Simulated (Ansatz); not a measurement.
# How Ba(100) screens a field, part 2 of 2

Wanted: the response of a Ba(100) slab to a perpendicular field.

Ansatz 0.2.0; plane-wave DFT, PBE, Ansatz PAW.

So far. Step 7 (Atoms held, field 0.15 V/Å): The dipole is 0.427 e·Å. Step 8 (The response): The induced dipole is that of a conductor 20.42 Å thick.

**9. Varying the input**

This step: plane-wave DFT, PBE, Ansatz PAW (Ansatz 0.2.0).

An input spoilt on purpose, to show how the run answers: it repeats the earlier run at 0.03 V/Å with efield.amplitude from 0.03 to 1.5, and scf.max_iter set to 50.

Contents of input.yaml:

```yaml
crystal:
  lattice:
    - [5.02, 0.0, 0.0]
    - [0.0, 5.02, 0.0]
    - [0.0, 0.0, 33.06]
  atoms:
    - { symbol: Ba, position: [0.0, 0.0, 0.2722323049] }
    - { symbol: Ba, position: [0.5, 0.5, 0.3481548699] }
    - { symbol: Ba, position: [0.0, 0.0, 0.424077435] }
    - { symbol: Ba, position: [0.5, 0.5, 0.5] }
    - { symbol: Ba, position: [0.0, 0.0, 0.575922565] }
    - { symbol: Ba, position: [0.5, 0.5, 0.6518451301] }
    - { symbol: Ba, position: [0.0, 0.0, 0.7277676951] }
kpoints:
  mp_grid: { grid: [10, 10, 1] }
hamiltonian:
  xc: pbe
scf:
  occupations: { method: fermi_dirac, width: 0.1 }
  convergence: { dr2_threshold: 1.0e-10 }
  max_iter: 50
efield:
  axis: 3
  dipole_correction: true
  ramp_position: 0.97
  ramp_width: 0.06
  amplitude: 1.5
output:
  forces: true
  write_potential: true
  write_density: true
  volumetric_format: npy
```

On the command line:

```sh
$ ansatz run input.yaml --threads 2 --pin off --max-ram 3072MiB --backend cpu --events-out ev --progress --plain --runs-dir out
```

Numbers of over 12 decimals in the logs are rounded to 6 here.

Output:

```text
[...]
Crystal: 7 atoms, lattice volume = 833.125 Å³
Basis set: ecut = 420 eV, 16363 PW (Γ), exchange–correlation on 72×72×450 points (8 copies of the dense FFT grid, shifted against one another)
Bands: 42, of which v1, the nominal top of the filled ones, is band 35 counted from 1 (34 counted from 0)
Symmetry: 8 space group operations
k-points: 21 of 100
[...]
SCF iter   1: F=—  HF=-41655.541127 eV  |F-HF|=—  |Δ(HF+E_count)|=         —  Δρ=1.41e-2  dr2=2.06e2  ethr=3.10e-3  p=4.726 e·Å  D=1.03e0 V/Å  ΔV_dip=-33.93 eV  dr2_dipole=1.11e2  V_vac-E_F(+/−)=13.48/5.37 eV  ⟨swp⟩=20.0  Hψ=16424  notcnv=0
[...]
SCF iter  23: F=-41649.198324 eV  HF=-41649.198324 eV  |F-HF|=7.28e-12  |Δ(HF+E_count)|=   3.19e-8  Δρ=2.76e-8  dr2=2.34e-11  ethr=1.00e-12  p=4.414 e·Å  D=9.59e-1 V/Å  ΔV_dip=-31.69 eV  dr2_dipole=6.63e-13  V_vac-E_F(+/−)=10.62/0.55 eV  ⟨swp⟩=30.2  Hψ=12169  notcnv=0
WARN: efield: at this solve's end the planar-averaged density reaches 1.65e-3 e/Å³ inside the ramp window [0.9398, 0.1135] (bound 1e-5 e/Å³); the window's nearer edge stands 5.25 Å from this solve's nearest atom along the axis. Its free energy, forces, stress, dipole, levels and responses can be off, and this figure does not tell by how much. The cell may have no vacuum along `efield.axis`. A short vacuum, a low `basis.ecutwfc` or `basis.ecutrho_ratio` and negative occupations (`scf.occupations.method`) can put density there. See the manual's quickstart, § The vacuum guard
SCF 1 converged in 23 iterations: F = -41649.198324 eV  dr2 = 2.34e-11
[...]
SCF converged after 23 iterations
Free energy (F): -41649.198324 eV
[...]
Internal energy: -41648.809581 eV  (E = F + TS)
E sigma→0 (E₀):  -41649.003952 eV
Entropy (-TS):   -0.388743 eV (-55.535 meV/atom)
Fermi energy:    1.420108 eV
Dipole field:    D = 0.958707 V/Å  (p = 4.414020 e·Å, saw-weighted, corrected)
Work function:   not extracted (applied field tilts the vacuum); planar V_es + V_field profile in the machine report
[...]
Vacuum region:   at the solve's end the planar-averaged density reaches 1.65e-3 e/Å³ inside the ramp window [0.9398, 0.1135] (bound 1e-5 e/Å³)
[...]
--- Forces (eV/Å), atoms counted from 1 ---
  atom   1  Ba     0.00000000     0.00000000    -0.15104261
  atom   2  Ba    -0.00000000     0.00000000     0.14060322
  atom   3  Ba     0.00000000     0.00000000    -0.06367313
  atom   4  Ba     0.00000000     0.00000000    -0.00042365
  atom   5  Ba     0.00000000     0.00000000     0.05199925
  atom   6  Ba    -0.00000000     0.00000000    -0.17191274
  atom   7  Ba     0.00000000     0.00000000     0.29244840
  max |Σ_I F_I| component: 9.80e-2 eV/Å
--- Band table (eV; the first three rows and the last of 21) ---
  k-point 0: bands = [... 31 lower, 0.3402, 0.8660, 0.9504, 0.9678, 1.0799, 1.1584, 1.3448, 1.5041, ... 10 higher]
  k-point 1: bands = [... 31 lower, 0.3880, 0.9040, 1.0012, 1.0250, 1.1206, 1.2127, 1.3959, 1.5333, ... 10 higher]
  k-point 2: bands = [... 31 lower, 0.4975, 0.9514, 1.1188, 1.1624, 1.1801, 1.3939, 1.5189, 1.6856, ... 10 higher]
  k-point 20: bands = [... 31 lower, 1.0485, 1.4948, 1.5849, 1.8315, 1.8487, 1.8487, 1.9038, 1.9038, ... 10 higher]
```

It took 8.1 min on 2 threads of Arm Neoverse N1, shared host; peak memory 1.2 GiB; 12 min of CPU time.

| quantity | this run | earlier run | difference |
| --- | --- | --- | --- |
| dipole along the normal (e·Å) | 4.414 | 0.08528 | 4.3 |

The applied field differs between the two, so the dipoles differ in any case.

In so strong a field the program warns of density in the ramp of the sawtooth; these numbers are not the system's.

**10. Varying the input**

Another changed input: it repeats the earlier run at 0.03 V/Å with efield.dipole_correction from true to false and efield.amplitude from 0.03 to -0.05.

Edit input.yaml of step 9 so:

```diff
@@ -20,9 +20,8 @@
   convergence: { dr2_threshold: 1.0e-10 }
-  max_iter: 50
 efield:
   axis: 3
-  dipole_correction: true
+  dipole_correction: false
   ramp_position: 0.97
   ramp_width: 0.06
-  amplitude: 1.5
+  amplitude: -0.05
 output:
```

Output:

```text
[...]
Crystal: 7 atoms, lattice volume = 833.125 Å³
Basis set: ecut = 420 eV, 16363 PW (Γ), exchange–correlation on 72×72×450 points (8 copies of the dense FFT grid, shifted against one another)
Bands: 42, of which v1, the nominal top of the filled ones, is band 35 counted from 1 (34 counted from 0)
Symmetry: 8 space group operations
k-points: 21 of 100
[...]
SCF iter   1: F=—  HF=-41646.382477 eV  |F-HF|=—  |Δ(HF+E_count)|=         —  Δρ=5.54e-3  dr2=4.41e1  ethr=1.77e-3  p=0.000 e·Å  V_vac-E_F(+/−)=1.58/3.11 eV  ⟨swp⟩=16.0  Hψ=14546  notcnv=0
[...]
SCF iter  11: F=-41645.939519 eV  HF=-41645.939519 eV  |F-HF|=3.64e-11  |Δ(HF+E_count)|=   1.21e-8  Δρ=2.70e-8  dr2=1.85e-11  ethr=1.00e-12  p=-0.372 e·Å  V_vac-E_F(+/−)=1.68/3.01 eV  ⟨swp⟩=14.3  Hψ=7656  notcnv=0
SCF 1 converged in 11 iterations: F = -41645.939519 eV  dr2 = 1.85e-11
[...]
SCF converged after 11 iterations
Free energy (F): -41645.939519 eV
[...]
Internal energy: -41645.572972 eV  (E = F + TS)
E sigma→0 (E₀):  -41645.756245 eV
Entropy (-TS):   -0.366547 eV (-52.364 meV/atom)
Fermi energy:    2.052175 eV
Dipole field:    D = -0.080830 V/Å  (p = -0.372152 e·Å, saw-weighted)
Work function:   not extracted (applied field tilts the vacuum); planar V_es + V_field profile in the machine report
[...]
--- Forces (eV/Å), atoms counted from 1 ---
  atom   1  Ba     0.00000000     0.00000000    -0.07531395
  atom   2  Ba     0.00000000     0.00000000     0.12290232
  atom   3  Ba     0.00000000     0.00000000    -0.06105204
  atom   4  Ba    -0.00000000     0.00000000     0.00021442
  atom   5  Ba    -0.00000000     0.00000000     0.06325458
  atom   6  Ba    -0.00000000     0.00000000    -0.12064053
  atom   7  Ba     0.00000000     0.00000000     0.07062640
  max |Σ_I F_I| component: 8.80e-6 eV/Å
--- Band table (eV; the first three rows and the last of 21) ---
  k-point 0: bands = [... 31 lower, 0.9297, 1.4767, 1.5814, 1.6009, 1.6967, 1.7849, 2.1255, 2.6624, ... 10 higher]
  k-point 1: bands = [... 31 lower, 0.9782, 1.5136, 1.6327, 1.6570, 1.7370, 1.8386, 2.1529, 2.6350, ... 10 higher]
  k-point 2: bands = [... 31 lower, 1.0909, 1.5575, 1.7510, 1.7778, 1.8092, 2.0201, 2.2731, 2.6005, ... 10 higher]
  k-point 20: bands = [... 31 lower, 1.6697, 2.0847, 2.2054, 2.4348, 2.4767, 2.4767, 2.5232, 2.5232, ... 10 higher]
```

Wall time 3.1 min (2 threads); peak memory 1.2 GiB; 5 min of CPU time.

| quantity | this run | earlier run | difference |
| --- | --- | --- | --- |
| dipole along the normal (e·Å) | -0.3722 | 0.08528 | -0.46 |

The applied field differs, and the slope found earlier predicts a dipole of -0.142 e·Å; this run gives -0.372 e·Å, 0.23 e·Å less.

With the dipole correction off, the periodic images add a field of their own to the typed one.

These numbers are not those of the isolated slab.

**11. Outcome**

```yaml
work_function: 2.36 eV
image_plane_upper_face: 2.63 Å
induced_electrons_on_the_upper_face_over_eps_0e: -0.999
equivalent_conductor_thickness_p_eps_0ae: 20.4 Å
inner_field_over_outer_field: -0.00102
```

In words: The induced charge has its centre 2.63 Å outside the outermost atoms; this is the plane from which a capacitor's gap or an image potential counts. The equivalent conductor thickness exceeds the distance between the outer atoms by 5.36 Å, about the sum of the two image-plane distances. In the middle of the slab the field is screened to under 0.5 % of its outer value. The atoms are held at bulk positions with the tabulated experimental lattice constant.

[Logs are printed without paths, hosts, clocks, repeated set-up lines and the standing remarks that a program may print on its own settings, such as how far it seeks lower states.]

[Hosts, paths, dates, database ids (printed as entryN), source tags and the programs' standing remarks are cut or masked in the printed files.]

[Maps of the electrostatic potential energy from Ansatz leave out the sawtooth potential of an applied field or a dipole correction, so their vacuum need not be flat; planar profiles and work functions include it.]
